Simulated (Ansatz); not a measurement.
**Current against voltage: S, between Ir atomic chains**

Aim: the current at finite bias, with the potential solved under it.

Method: DFT PBE, plane waves, PAW; relaxation of a junction, electrodes held but for their tips, in the first sound run; inputs show where later runs differ, in Ansatz 0.2.0.

This is a report of a sequence of runs, with most program output left out.

### 1. The structure

The cell holds 37 atoms: 36 Ir and 1 S. Its edges and angles: a = 6.000 Å, b = 6.000 Å, c = 96.923 Å, α = 90.0°, β = 90.0°, γ = 90.0°. Electrodes: Ir atomic chain; the apex atoms were set 4.723 Å apart. Regions: lower lead, 18 atoms (18 Ir); bridge, 1 atom (1 S); upper lead, 18 atoms (18 Ir). Vacuum lies along a, b and c.

### 2. Relaxing the junction

The bridge and the electrodes' tips relax, while 32 atoms stay at the lead's spacing, so that the ends still repeat as a lead. The cutoff is set under the files' recommended one to save time.

Contents of input.yaml:

```yaml
crystal:
  lattice:
    - [6.0, 0.0, 0.0]
    - [0.0, 6.0, 0.0]
    - [0.0, 0.0, 96.9232]
  atoms:
    - { symbol: Ir, position: [0.5, 0.5, 0.0], spin: 1.0 }
    - { symbol: Ir, position: [0.5, 0.5, 0.023730129], spin: 1.0 }
    - { symbol: Ir, position: [0.5, 0.5, 0.047460257], spin: 1.0 }
    - { symbol: Ir, position: [0.5, 0.5, 0.071190386], spin: 1.0 }
    - { symbol: Ir, position: [0.5, 0.5, 0.094920514], spin: 1.0 }
    - { symbol: Ir, position: [0.5, 0.5, 0.118650643], spin: 1.0 }
    - { symbol: Ir, position: [0.5, 0.5, 0.142380772], spin: 1.0 }
    - { symbol: Ir, position: [0.5, 0.5, 0.1661109], spin: 1.0 }
[... 25 atom lines left out ...]
    - { symbol: Ir, position: [0.5, 0.5, 0.784365353], spin: 1.0 }
    - { symbol: Ir, position: [0.5, 0.5, 0.808095482], spin: 1.0 }
    - { symbol: Ir, position: [0.5, 0.5, 0.83182561], spin: 1.0 }
    - { symbol: Ir, position: [0.5, 0.5, 0.855555739], spin: 1.0 }
magnetization:
  spin_polarized: true
kpoints:
  mp_grid: { grid: [1, 1, 1] }
scf:
  occupations: { method: fermi_dirac, width: 0.1 }
hamiltonian:
  xc: pbe
relax:
  constraints:
    - { sites: [0, 1, 2, 3, 4, 5, 6, 7, 8, 9, 10, 11, 12, 13, 14, 15, 21, 22, 23, 24, 25, 26, 27, 28, 29, 30, 31, 32, 33, 34, 35, 36] }
  f_tol: 0.07
  max_steps: 30
basis:
  ecutwfc: "340 eV"
```

Command:

```sh
> ansatz run input.yaml --threads 4 --pin off --max-ram 16384MiB --backend cpu --events-out ev --progress --plain --runs-dir out
```

Wall time 18 min (4 threads of Intel Xeon Platinum 8375C at 2.90GHz (Ice Lake), shared host); peak memory 5.9 GiB.

The steps of the relaxation:

```csv
step,energy less that of the first step (eV),largest force component (eV/Å)
1,0.0000,0.9880
2,-0.1475,0.6167
3,-0.1928,0.0345
4,-0.1928,0.0347
4,-0.1928,0.0347
```

Forces are held to the 16 operations that the run works with; a distortion that breaks them can't arise in this run.

The atoms that moved most (Å):

```
atom     dx     dy      dz  length
Ir20  0.000  0.000  -0.145   0.145
Ir18  0.000  0.000   0.145   0.145
Ir21  0.000  0.000  -0.093   0.093
Ir17  0.000  0.000   0.093   0.093
```

The relaxed structure:

```cif
data_structure
_symmetry_space_group_name_H-M 'P 1'
_symmetry_Int_Tables_number 1
_cell_length_a 6.0000
_cell_length_b 6.0000
_cell_length_c 96.9232
_cell_angle_alpha 90.000
_cell_angle_beta 90.000
_cell_angle_gamma 90.000
_cell_volume 3489.24
loop_
_atom_site_label
_atom_site_type_symbol
_atom_site_fract_x
_atom_site_fract_y
_atom_site_fract_z
_atom_site_occupancy
Ir1 Ir 0.50000 0.50000 0.00000 1
Ir2 Ir 0.50000 0.50000 0.02373 1
Ir3 Ir 0.50000 0.50000 0.04746 1
Ir4 Ir 0.50000 0.50000 0.07119 1
Ir5 Ir 0.50000 0.50000 0.09492 1
Ir6 Ir 0.50000 0.50000 0.11865 1
Ir7 Ir 0.50000 0.50000 0.14238 1
Ir8 Ir 0.50000 0.50000 0.16611 1
Ir9 Ir 0.50000 0.50000 0.18984 1
Ir10 Ir 0.50000 0.50000 0.21357 1
Ir11 Ir 0.50000 0.50000 0.23730 1
Ir12 Ir 0.50000 0.50000 0.26103 1
Ir13 Ir 0.50000 0.50000 0.28476 1
Ir14 Ir 0.50000 0.50000 0.30849 1
Ir15 Ir 0.50000 0.50000 0.33222 1
Ir16 Ir 0.50000 0.50000 0.35595 1
Ir17 Ir 0.50000 0.50000 0.38065 1
Ir18 Ir 0.50000 0.50000 0.40491 1
S19 S 0.50000 0.50000 0.42778 1
Ir20 Ir 0.50000 0.50000 0.45064 1
Ir21 Ir 0.50000 0.50000 0.47491 1
Ir22 Ir 0.50000 0.50000 0.49960 1
Ir23 Ir 0.50000 0.50000 0.52333 1
Ir24 Ir 0.50000 0.50000 0.54706 1
Ir25 Ir 0.50000 0.50000 0.57079 1
Ir26 Ir 0.50000 0.50000 0.59452 1
Ir27 Ir 0.50000 0.50000 0.61825 1
Ir28 Ir 0.50000 0.50000 0.64198 1
Ir29 Ir 0.50000 0.50000 0.66571 1
Ir30 Ir 0.50000 0.50000 0.68944 1
Ir31 Ir 0.50000 0.50000 0.71317 1
Ir32 Ir 0.50000 0.50000 0.73691 1
Ir33 Ir 0.50000 0.50000 0.76064 1
Ir34 Ir 0.50000 0.50000 0.78437 1
Ir35 Ir 0.50000 0.50000 0.80810 1
Ir36 Ir 0.50000 0.50000 0.83183 1
Ir37 Ir 0.50000 0.50000 0.85556 1
```

Numbers from this step:

- energy at zero smearing: -430437.6191 eV
- total moment: 25.31 μB
- absolute moment: 25.85 μB

Site moment by element, in μB:

| element | atoms | mean | spread (r.m.s.) | least | largest |
| --- | --- | --- | --- | --- | --- |
| Ir | 36 | 0.50 | 0.17 | 0.18 | 1.01 |
| S | 1 | -0.03 | 0.00 | -0.03 | -0.03 |

The atoms farthest from the mean of their element:

```csv
atom,"x, y, z (Å)",site moment (μB)
Ir37,"3.00, 3.00, 82.92",1.01
Ir1,"3.00, 3.00, 0.00",1.01
Ir35,"3.00, 3.00, 78.32",0.18
Ir3,"3.00, 3.00, 4.60",0.18
Ir21,"3.00, 3.00, 46.03",0.73
Ir17,"3.00, 3.00, 36.89",0.73
Ir31,"3.00, 3.00, 69.12",0.33
Ir7,"3.00, 3.00, 13.80",0.33
```

The largest force component on a free atom ends at 0.035 eV/Å, under the limit of 0.07. The apex atoms end 4.43 Å apart, and their nearest bridge atoms lie at 2.22 Å (Ir–S) and 2.22 Å (Ir–S).

### 3. The sweep under bias

This step: DFT PBE, plane waves, PAW; current against voltage, self-consistent under bias (Ansatz 0.2.0).

Vacuum beyond both ends lets the two leads hold different Fermi levels, and the density is solved anew at each bias. Each lead has 18 atoms, since a wire screens slowly.

Changes to input.yaml since step 2:

```diff
@@ -22,7 +22,7 @@
     - { symbol: Ir, position: [0.5, 0.5, 0.355951929], spin: 1.0 }
-    - { symbol: Ir, position: [0.5, 0.5, 0.379682058], spin: 1.0 }
-    - { symbol: Ir, position: [0.5, 0.5, 0.403412186], spin: 1.0 }
-    - { symbol: S, position: [0.5, 0.5, 0.427777869], spin: 0.4 }
-    - { symbol: Ir, position: [0.5, 0.5, 0.452143553], spin: 1.0 }
-    - { symbol: Ir, position: [0.5, 0.5, 0.475873681], spin: 1.0 }
+    - { symbol: Ir, position: [0.5, 0.5, 0.3806452815], spin: 0.73 }
+    - { symbol: Ir, position: [0.5, 0.5, 0.4049133044], spin: 0.58 }
+    - { symbol: S, position: [0.5, 0.5, 0.4277778695] }
+    - { symbol: Ir, position: [0.5, 0.5, 0.4506424346], spin: 0.58 }
+    - { symbol: Ir, position: [0.5, 0.5, 0.4749104575], spin: 0.73 }
     - { symbol: Ir, position: [0.5, 0.5, 0.49960381], spin: 1.0 }
@@ -51,7 +51,11 @@
   xc: pbe
-relax:
-  constraints:
-    - { sites: [0, 1, 2, 3, 4, 5, 6, 7, 8, 9, 10, 11, 12, 13, 14, 15, 21, 22, 23, 24, 25, 26, 27, 28, 29, 30, 31, 32, 33, 34, 35, 36] }
-  f_tol: 0.07
-  max_steps: 30
+output:
+  current_voltage:
+    leads: [[11, 12], [24, 25]]
+    bias: [0.3, 0.6, 1.0, 1.5]
+    electrode_ends: [17, 19]
+    kmesh: [1, 1]
+  write_potential: true
+  write_density: true
+  volumetric_format: npy
 basis:
```

Run time: 81 min. Hardware: 4 threads; peak memory 9.6 GiB; 5.2 h of CPU time.

This step gave:

* conductance at zero bias: 2.572 G₀
* current at the highest bias: 286.7 μA
* largest misfit of the leads: 142.2 meV

Cell area 36.000 Å^2. The current through one cell by bias:

```
bias (V)  current (μA)  current ampere up (μA)  current ampere dn (μA)
   0.000             0                       0                       0
   0.300          60.2                    29.2                    31.0
   0.600           121                    58.9                    62.0
   1.000           199                    96.5                     103
   1.500           287                     138                     149
```

Bias 0 V. The transmission and channels at 0 V by energy, zero at the mean Fermi level:

```csv
energy (eV),"transmission, up","transmission, down",channels left up,channels left dn,channels right up,channels right dn
-0.259,2.68,2.57,4,6,4,6
-0.233,2.65,2.58,4,6,4,6
-0.207,2.62,2.59,4,6,4,6
-0.181,2.60,2.61,4,6,4,6
-0.155,2.57,2.62,4,6,4,6
-0.129,2.55,2.63,4,6,4,6
-0.103,2.54,2.63,4,6,4,6
-0.078,2.52,2.64,4,6,4,6
-0.052,2.51,2.64,4,6,4,6
-0.026,2.50,2.64,4,6,4,6
0.000,2.49,2.65,4,6,4,6
0.026,2.48,2.65,4,6,4,6
0.052,2.48,2.66,4,6,4,6
0.078,2.48,2.67,4,6,4,6
0.103,2.48,2.68,4,6,4,6
0.129,2.48,2.70,4,6,4,6
0.155,2.48,2.72,4,6,4,6
0.181,2.48,2.72,4,6,4,6
0.207,2.48,2.70,4,6,4,6
0.233,2.48,2.69,4,5,4,5
0.259,2.49,2.68,4,4,4,4
```

Bias 0.6 V. Transmission and channels at 0.6 V against energy, zero at the mean Fermi level:

| energy (eV) | transmission, up | transmission, down | channels left up | channels left dn | channels right up | channels right dn |
| --- | --- | --- | --- | --- | --- | --- |
| -0.569 | 2.69 | 2.44 | 6 | 6 | 4 | 6 |
| -0.517 | 2.67 | 2.46 | 6 | 6 | 4 | 6 |
| -0.465 | 2.64 | 2.48 | 6 | 6 | 4 | 6 |
| -0.439 | 2.63 | 2.50 | 6 | 6 | 4 | 6 |
| -0.388 | 2.61 | 2.52 | 6 | 6 | 4 | 6 |
| -0.336 | 2.60 | 2.54 | 6 | 6 | 4 | 6 |
| -0.284 | 2.59 | 2.56 | 6 | 6 | 4 | 6 |
| -0.259 | 2.58 | 2.57 | 6 | 6 | 4 | 6 |
| -0.207 | 2.57 | 2.59 | 6 | 6 | 4 | 6 |
| -0.155 | 2.57 | 2.62 | 6 | 6 | 4 | 6 |
| -0.103 | 2.56 | 2.64 | 6 | 6 | 4 | 6 |
| -0.078 | 2.56 | 2.65 | 6 | 6 | 4 | 6 |
| -0.026 | 2.55 | 2.67 | 6 | 6 | 4 | 6 |
| 0.000 | 2.54 | 2.68 | 5 | 6 | 4 | 6 |
| 0.026 | 2.54 | 2.68 | 4 | 6 | 4 | 5 |
| 0.078 | 2.52 | 2.70 | 4 | 6 | 4 | 4 |
| 0.103 | 2.51 | 2.71 | 4 | 6 | 4 | 4 |
| 0.155 | 2.50 | 2.73 | 4 | 6 | 4 | 4 |
| 0.207 | 2.48 | 2.74 | 4 | 6 | 4 | 4 |
| 0.259 | 2.47 | 2.75 | 4 | 6 | 4 | 4 |
| 0.284 | 2.47 | 2.76 | 4 | 6 | 4 | 4 |
| 0.336 | 2.46 | 2.76 | 4 | 6 | 4 | 4 |
| 0.388 | 2.45 | 2.75 | 4 | 6 | 3 | 4 |
| 0.439 | 2.45 | 2.73 | 4 | 6 | 3 | 4 |
| 0.465 | 2.44 | 2.72 | 4 | 5 | 3 | 4 |
| 0.517 | 2.44 | 2.70 | 4 | 4 | 3 | 4 |
| 0.569 | 2.45 | 2.68 | 4 | 4 | 3 | 4 |

Bias 1.5 V. The transmission and channels at 1.5 V by energy, zero at the mean Fermi level:

| energy (eV) | transmission, up | transmission, down | channels left up | channels left dn | channels right up | channels right dn |
| --- | --- | --- | --- | --- | --- | --- |
| -1.008 | 2.66 | 2.47 | 4 | 4 | 4 | 6 |
| -0.905 | 2.63 | 2.47 | 6 | 4 | 4 | 6 |
| -0.801 | 2.59 | 2.47 | 6 | 4 | 4 | 6 |
| -0.698 | 2.55 | 2.47 | 6 | 5 | 4 | 6 |
| -0.595 | 2.52 | 2.49 | 6 | 6 | 4 | 6 |
| -0.491 | 2.51 | 2.52 | 6 | 6 | 4 | 6 |
| -0.388 | 2.49 | 2.55 | 6 | 6 | 4 | 6 |
| -0.310 | 2.48 | 2.58 | 6 | 6 | 4 | 4 |
| -0.207 | 2.46 | 2.62 | 6 | 6 | 4 | 4 |
| -0.103 | 2.43 | 2.65 | 6 | 6 | 4 | 4 |
| 0.000 | 2.38 | 2.66 | 6 | 6 | 3 | 4 |
| 0.103 | 2.34 | 2.64 | 6 | 6 | 3 | 4 |
| 0.207 | 2.30 | 2.61 | 6 | 6 | 3 | 4 |
| 0.310 | 2.27 | 2.58 | 6 | 6 | 3 | 4 |
| 0.388 | 2.25 | 2.56 | 6 | 6 | 3 | 4 |
| 0.491 | 2.22 | 2.54 | 6 | 6 | 3 | 4 |
| 0.595 | 2.18 | 2.50 | 4 | 6 | 3 | 4 |
| 0.698 | 2.15 | 2.47 | 4 | 6 | 3 | 3 |
| 0.801 | 2.12 | 2.45 | 4 | 6 | 3 | 3 |
| 0.905 | 2.10 | 2.43 | 4 | 4 | 3 | 3 |
| 1.008 | 2.04 | 2.40 | 4 | 4 | 3 | 3 |

The Hartree potential energy less that at 0 V, planar mean (0.3 V) oscillates, so the rows of the table below give means over windows of 5 Å about each position, cut where the curve ends. Its first 14 maxima inside the range that stand out by 2 % of the span (Å: eV): 2.4: 0.147, 9.2: 0.139, 11.5: 0.133, 13.8: 0.126, 16.0: 0.118, 18.3: 0.116, 20.5: 0.120, 22.8: 0.110, 25.4: 0.106, 27.7: 0.111, 29.9: 0.124, 32.2: 0.117, 34.5: 0.110, 37.1: 0.135. Its first 14 minima: 8.3: 0.132, 10.5: 0.122, 12.8: 0.113, 15.0: 0.105, 17.3: 0.0977, 19.6: 0.100, 21.8: 0.0951, 24.1: 0.0878, 26.4: 0.0914, 28.6: 0.0939, 30.9: 0.0999, 33.2: 0.0913, 35.8: 0.0994, 37.7: 0.117.

Table of Hartree potential energy less that at 0 V, planar mean by z; means over each step:

| z (Å) | 0.3 V (eV) | 0.6 V (eV) | 1 V (eV) | 1.5 V (eV) |
| --- | --- | --- | --- | --- |
| -5 | 0.0542 | 0.109 | 0.181 | 0.271 |
| 0 | 0.138 | 0.276 | 0.457 | 0.684 |
| 5 | 0.143 | 0.287 | 0.477 | 0.716 |
| 10 | 0.129 | 0.260 | 0.436 | 0.665 |
| 15 | 0.111 | 0.223 | 0.377 | 0.596 |
| 20 | 0.105 | 0.212 | 0.361 | 0.580 |
| 25 | 0.0976 | 0.200 | 0.347 | 0.573 |
| 30 | 0.106 | 0.214 | 0.363 | 0.583 |
| 35 | 0.107 | 0.220 | 0.380 | 0.601 |
| 40 | 0.0726 | 0.146 | 0.249 | 0.377 |
| 45 | -0.118 | -0.229 | -0.372 | -0.566 |
| 50 | -0.108 | -0.218 | -0.368 | -0.591 |
| 55 | -0.103 | -0.207 | -0.356 | -0.581 |
| 60 | -0.104 | -0.214 | -0.369 | -0.582 |
| 65 | -0.105 | -0.215 | -0.373 | -0.600 |
| 70 | -0.118 | -0.242 | -0.414 | -0.642 |
| 75 | -0.134 | -0.272 | -0.457 | -0.696 |
| 80 | -0.144 | -0.290 | -0.488 | -0.737 |
| 85 | -0.109 | -0.219 | -0.368 | -0.555 |

The electron density less that at 0 V, planar mean (0.3 V) oscillates, so the rows of the table below give means over windows of 5 Å about each position, cut where the curve ends. Its first 14 maxima inside the range that stand out by 2 % of the span (Å: e/Å³): -0.2: 1.0e-4, 2.4: 7.7e-5, 4.7: 1.8e-4, 7.0: 3.6e-4, 9.2: 5.5e-4, 11.5: 7.3e-4, 12.5: -1.2e-4, 13.8: 8.3e-4, 15.0: -1.2e-4, 16.0: 8.0e-4, 17.3: -1.6e-4, 18.3: 8.0e-4, 19.6: -7.5e-5, 20.5: 9.2e-4. Its first 14 minima: 1.8: -2.5e-5, 4.0: -4.3e-5, 6.3: -1.1e-4, 8.6: -1.7e-4, 10.8: -2.2e-4, 12.1: -2.0e-4, 13.1: -2.5e-4, 14.4: -2.6e-4, 15.7: -2.6e-4, 16.7: -2.7e-4, 18.0: -3.3e-4, 18.9: -3.3e-4, 20.2: -5.5e-4, 21.2: -5.0e-4.

Table of electron density less that at 0 V, planar mean by z; means over each step:

| z (Å) | 0.3 V (e/Å³) | 0.6 V (e/Å³) | 1 V (e/Å³) | 1.5 V (e/Å³) |
| --- | --- | --- | --- | --- |
| -5 | 1.1e-6 | 2.5e-6 | 4.8e-6 | 7.4e-6 |
| 0 | 2.7e-5 | 5.4e-5 | 8.9e-5 | 1.3e-4 |
| 5 | 1.0e-5 | 2.1e-5 | 3.6e-5 | 5.3e-5 |
| 10 | -3.8e-6 | -5.8e-6 | -8.5e-6 | -1.5e-5 |
| 15 | -1.7e-5 | -3.6e-5 | -6.0e-5 | -8.8e-5 |
| 20 | -1.6e-5 | -3.9e-5 | -7.6e-5 | -1.3e-4 |
| 25 | 1.1e-5 | 3.1e-5 | 6.2e-5 | 1.2e-4 |
| 30 | 5.1e-5 | 9.7e-5 | 1.6e-4 | 2.3e-4 |
| 35 | -1.6e-5 | -2.4e-5 | -2.6e-5 | -8.2e-6 |
| 40 | 4.9e-5 | 9.4e-5 | 1.5e-4 | 2.2e-4 |
| 45 | -6.5e-5 | -1.3e-4 | -2.1e-4 | -3.1e-4 |
| 50 | 2.2e-5 | 3.8e-5 | 4.8e-5 | 5.3e-5 |
| 55 | -1.7e-5 | -2.9e-5 | -3.8e-5 | -5.8e-5 |
| 60 | -4.2e-5 | -8.3e-5 | -1.3e-4 | -1.7e-4 |
| 65 | 1.8e-5 | 3.1e-5 | 3.6e-5 | 2.7e-5 |
| 70 | 1.6e-5 | 3.0e-5 | 5.1e-5 | 7.8e-5 |
| 75 | 3.2e-6 | 8.6e-6 | 1.9e-5 | 2.7e-5 |
| 80 | -5.6e-6 | -1.2e-5 | -2.3e-5 | -3.4e-5 |
| 85 | -2.6e-5 | -5.1e-5 | -8.5e-5 | -1.3e-4 |

By hand: at 1.5 V the window reaches from -0.75 to 0.75 eV, and the mean transmission a spin over it is 2.47. With sharp Fermi edges I = G0 × V × T̄ = 77.48 μS × 1.5 V × 2.47 = 287 μA, against 287 μA from the program at 300 K.

The zero-bias conductance is 2.57 G₀; current over voltage goes 2.59 at +0.3 V, 2.60 at +0.6 V, 2.57 at +1 V and 2.47 at +1.5 V in the same unit. The leads' misfit reaches 142 meV.

### 4. The sweep under bias

This step: DFT PBE, plane waves, PAW; current against voltage, self-consistent under bias; changed: magnetization = {"spin_polarized": true, "spin_orbit": true}, hamiltonian.pseudopotentials = {"kind": "nc"}, scf.max_iter = 100 (Ansatz 0.2.0).

The input of the bias sweep is made doubtful on purpose.

Changes to input.yaml since step 3:

```diff
@@ -45,2 +45,3 @@
   spin_polarized: true
+  spin_orbit: true
 kpoints:
@@ -49,4 +50,6 @@
   occupations: { method: fermi_dirac, width: 0.1 }
+  max_iter: 100
 hamiltonian:
   xc: pbe
+  pseudopotentials: { kind: nc }
 output:
```

Elapsed: 0.02 s, on 4 threads; peak memory 0.044 GiB.

The program refused the input before any cycle.

The program's message: “Error: 2 input errors — fix all and re-run”

The change that led to it: magnetization and hamiltonian.pseudopotentials = {"kind": "nc"}.

### 5. What came out

| Item | Value |
| --- | --- |
| conductance at zero bias | 2.57 G₀ |
| current at +0.3 V | 60.2 μA |
| current at +0.6 V | 121 μA |
| current at +1 V | 199 μA |
| current at +1.5 V | 287 μA |

What this shows: The junction conducts 2.57 G₀ at zero bias and carries 287 μA at 1.50 V. At 1.50 V the current is 0.96 times what the zero-bias conductance would give; over all biases of the sweep that ratio lies between 0.96 and 1.0, so the junction is nearly ohmic. Of the 1.50 V, 1.17 V drops at the junction and the rest at the reservoirs. The leads' misfit reaches 142 meV, above the few hundredths of an eV that the manual allows, so the currents are rough. A wire screens slowly, so the current depends on the leads' length and the box width; neither was converged here. Transport is coherent and elastic here: the atoms are frozen, so scattering by vibrations plays no part. Spin-orbit coupling is left out, which matters for the bands of heavy atoms. No search over magnetic orders was made; another may lie lower. A cutoff under the files' recommended one was taken to save time; its effect on T(E) was not tested here.

[Logs are printed without paths, hosts, clocks, repeated set-up lines and the standing remarks that a program may print on its own settings, such as how far it seeks lower states.]

[Hosts, paths, dates, database ids (printed as entryN), source tags and the programs' standing remarks are cut or masked in the printed files.]
